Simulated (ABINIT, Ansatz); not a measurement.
# PbO (P4/nmm): changed settings of a GW run in ABINIT

Aim: change inputs of a GW run on PbO (P4/nmm) and see what moves.

Program: ABINIT 10.8.3. Level of theory: PBE and many-body steps on it, plane waves. Results are calculated unless marked as measured.

This is a report of a sequence of runs, with most program output left out.

The database entry behind the starting cell differs from later determinations by our own check (c about 1 % long), so it need not match the best structure at ambient conditions.

## Step 1: Set-up

The structure is tetragonal, space group P4/nmm (No. 129). The conventional cell has a = 3.975 Å, b = 3.975 Å, c = 5.023 Å, α = 90.00°, β = 90.00°, γ = 90.00°. Nearest to Pb lie 4 O at 2.32 Å. O has 4 Pb at 2.32 Å nearest. Farther neighbours and most contacts between anions are not listed.

The cell and positions come from the Crystallography Open Database and are kept as given unless a step says otherwise. Spin-orbit coupling is left out unless a step names it.

## Step 2: Screening, 4×4×4 mesh, 124 bands, screening to 141.5 eV

This step: ABINIT 10.8.3; RPA screening on PBE, plane waves, norm-conserving pseudopotentials.

The RPA dielectric matrix is built and inverted for each q.

run.abi

```
acell 3*1.0 Angstrom
rprim 
  3.974800000000 0.000000000000 0.000000000000
  0.000000000000 3.974800000000 0.000000000000
  0.000000000000 0.000000000000 5.022700000000
ntypat 2
znucl 82 8
natom 4
typat 1 1 2 2
xred 
  0.000000000000 0.500000000000 0.238514000000
  0.500000000000 0.000000000000 0.761486000000
  0.000000000000 0.000000000000 0.000000000000
  0.500000000000 0.500000000000 0.000000000000
pp_dirpath "pseudos"
pseudos "Pb.upf, O.upf"
ecut 42
ngkpt 4 4 4
nshiftk 1
shiftk 0 0 0
kptopt 1
chksymbreak 0
istwfk *1
occopt 1
irdwfk 1
optdriver 3
nband 124
ecuteps 5.2
inclvkb 2
awtr 1
symchi 1
indata_prefix "in"
outdata_prefix "out"
tmpdata_prefix "tmp"
```

The run is started by

```sh
OMP_NUM_THREADS=1 mpirun -n 8 abinit run.abi > log
```

The job ended after 2.6 min (8 MPI ranks of Intel Xeon 6975P-C (Granite Rapids), shared host; peak memory 4.7 GiB; 20 min of CPU time).

Numbers from this step:

```yaml
eps_infinity_with_local_fields_on_this_mesh_along_the_program_s_q_direction: 6.239
the_same_without_local_fields: 7.113
plasma_frequency: 31.19 eV
plane_waves_in_the_screening_matrix: 293
```

Local fields lower ε∞ by 12 %. On a Γ-centred mesh this coarse the value itself is usually too large, while a short band sum pulls it down.

## Step 3: Base

The self-energy is evaluated for the states that the input lists, and the levels follow from it, in one-shot runs by the linearised quasiparticle equation.

This step: G0W0 on PBE, plane waves, norm-conserving pseudopotentials.

run.abi, as its differences from that of step 2:

```diff
@@ -25,8 +25,17 @@
 irdwfk 1
-optdriver 3
+optdriver 4
 nband 124
+gwcalctyp 0
+ecutsigx 42
+symsigma 1
+nkptgw 2
+kptgw 
+  0.0000000000 0.0000000000 0.0000000000
+  0.5000000000 0.5000000000 0.0000000000
+bdgw 
+  26 30
+  27 30
 ecuteps 5.2
-inclvkb 2
-awtr 1
-symchi 1
+irdscr 1
+ppmodel 1
 indata_prefix "in"
```

Wall time 13 s (8 MPI ranks); peak memory 3.2 GiB; 1.7 min of CPU time.

This step gave:

* G0W0 gap on the points computed: 1.282 eV
* starting gap on the mesh: 1.175 eV
* k of the valence top: 0, 0, 0
* k of the conduction bottom: 0.5, 0.5, 0
* Z at the valence top: 0.792
* Z at the conduction bottom: 0.839
* least direct G0W0 gap on the computed points: 2.154 eV

The gap on the mesh goes from 1.17 eV to 1.28 eV, a correction of +0.11 eV.

## Step 4: Broadening of the poles

run.abi, as its differences from that of step 3:

```diff
@@ -40,2 +40,3 @@
 ppmodel 1
+zcut 0.01 eV
 indata_prefix "in"
```

It took 14 s on 8 MPI ranks; peak memory 3 GiB; 1.9 min of CPU time.

Numbers from this step:

| Property | Result |
| --- | --- |
| G0W0 gap on the points computed | 1.282 eV |
| starting gap on the mesh | 1.175 eV |
| k of the valence top | 0, 0, 0 |
| k of the conduction bottom | 0.5, 0.5, 0 |
| Z at the valence top | 0.792 |
| Z at the conduction bottom | 0.839 |
| least direct G0W0 gap on the computed points | 2.154 eV |

Against G0W0 in ABINIT (4×4×4 mesh, 124 bands, screening to 141.5 eV, Godby-Needs plasmon pole), the gap moves by +0.000 eV.

## Step 5: Screening cutoff above the file's

run.abi, as its differences from that of step 4:

```diff
@@ -37,6 +37,5 @@
   27 30
-ecuteps 5.2
+ecuteps 20.8
 irdscr 1
 ppmodel 1
-zcut 0.01 eV
 indata_prefix "in"
```

It took 12 s on 8 MPI ranks; peak memory 3.1 GiB.

The run ended normally, though the input holds a fault or crude settings.

The fault put into this input: screening cutoff above the file's. It printed a gap of 1.28 eV, the value of the sound run: the program fell back on what its files hold, so an unchanged gap shows no convergence.

## Step 6: The runs together

Times are wall times on 8 MPI ranks of Intel Xeon 6975P-C (Granite Rapids), shared host, good to a factor of about two. A run's time includes the screening step that it read.

| run | mesh | bands | screening cutoff (eV) | DFT gap (eV) | gap on the mesh (eV) | direct (eV) | ε∞ used | time |
| --- | --- | --- | --- | --- | --- | --- | --- | --- |
| base | 4×4×4 | 124 | 141.5 | 1.175 | 1.282 | 2.154 | 6.24 | 2.8 min |
| broadening of the poles | 4×4×4 | 124 | 141.5 | 1.175 | 1.282 | 2.154 | 6.24 | 2.8 min |

## Step 7: Summary of results

```yaml
base: 1.282 eV
broadening_of_the_poles: 1.282 eV
known_limits: not at the basis limit; no spin-orbit coupling; coarse k mesh
```

**Reading.** Broadening of the poles: no change against base (keys changed: zcut). Bands and cutoff are finite, so the gap is not at the basis limit. The miss can reach some tenths of an eV and take either sign; the mesh is an error of its own. In the first G0W0 run levels were corrected at 2 k points alone, so a gap called «on the mesh» is the least over those, and an edge elsewhere would be missed. The 4×4×4 mesh is coarse for this cell, which bears on the long-range parts of exchange and screening. Where an edge is built on 6p states of lead, bismuth or thallium, scalar-relativistic gaps usually stand too wide, by a few tenths to over one eV. The many-body steps are scalar-relativistic: spin-orbit coupling is not in them.

[Paths, hosts, dates, memory and timing lines, banners, echoed tables and standing remarks are left out of the program output.]

[Logs are printed without paths, hosts, clocks, repeated set-up lines and the standing remarks that a program may print on its own settings, such as how far it seeks lower states.]

[Runs of the session that timed out or met a known fault of the program may be left out.]

[No measured gap is set beside runs whose start may be inverted or whose files or cutoffs have a known fault.]

[Hosts, paths, dates, database ids (printed as entryN), source tags and the programs' standing remarks are cut or masked in the printed files.]

[G0W0 gaps are taken among the corrected bands and points alone; a level outside them can change the order at an edge.]

[Where Ansatz stands beside ABINIT at settings called matched, ABINIT's density can come from a denser mesh and the files from another edition; pairs whose starting gaps differed by over 0.03 eV were left out, so agreement reads better than it is.]
